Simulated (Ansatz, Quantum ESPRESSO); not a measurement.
# Ti(0001), 5 layers against a metal electrode: the electrode's level over the Fermi level at a withheld member of a series

Method. Quantum ESPRESSO 7.5, PBE, GBRV ultrasoft. The slab is relaxed neutral, then held. ESM with bc3: vacuum below and a metal electrode about 6 Å above the top atoms. Cold smearing of 0.02 Ry. Charges are set per cell from the starting area. The slabs take the lattice constants of the bulk relaxed by the same program. The series steps the charge of the slab (positive: electrons removed).

| charge of the slab | electrode's level over the Fermi level (eV) |
| --- | --- |
| 1 ×10¹³ e/cm² | 5.127 |
| 2 ×10¹³ e/cm² | 5.825 |
| 3 ×10¹³ e/cm² | 6.534 |
| 6 ×10¹³ e/cm² | 8.717 |
| 7 ×10¹³ e/cm² | 9.461 |
| 8 ×10¹³ e/cm² | 10.213 |

To predict: What is the electrode's level over the Fermi level at 4.5 ×10¹³ e/cm²?

**Worked estimate.** The rows at 3 ×10¹³ e/cm² and 6 ×10¹³ e/cm² give a slope of (8.717 − (6.534))/(6 − (3)) = 0.7277, so a straight line gives 7.626 eV. A parabola through these and the row at 2 ×10¹³ e/cm² gives 7.615 eV.

What the calculation gave: 7.616 eV. The line misses by +0.010 and the parabola by −0.001 eV. Both misses are under 5 % of the step from the nearer row.

**Limits.** Vacuum fills the gap; ions don't answer the charge; added electrons can spill towards the electrode at the most negative charges. Members without a usable value, or on the other side of zero field or charge, are not listed.
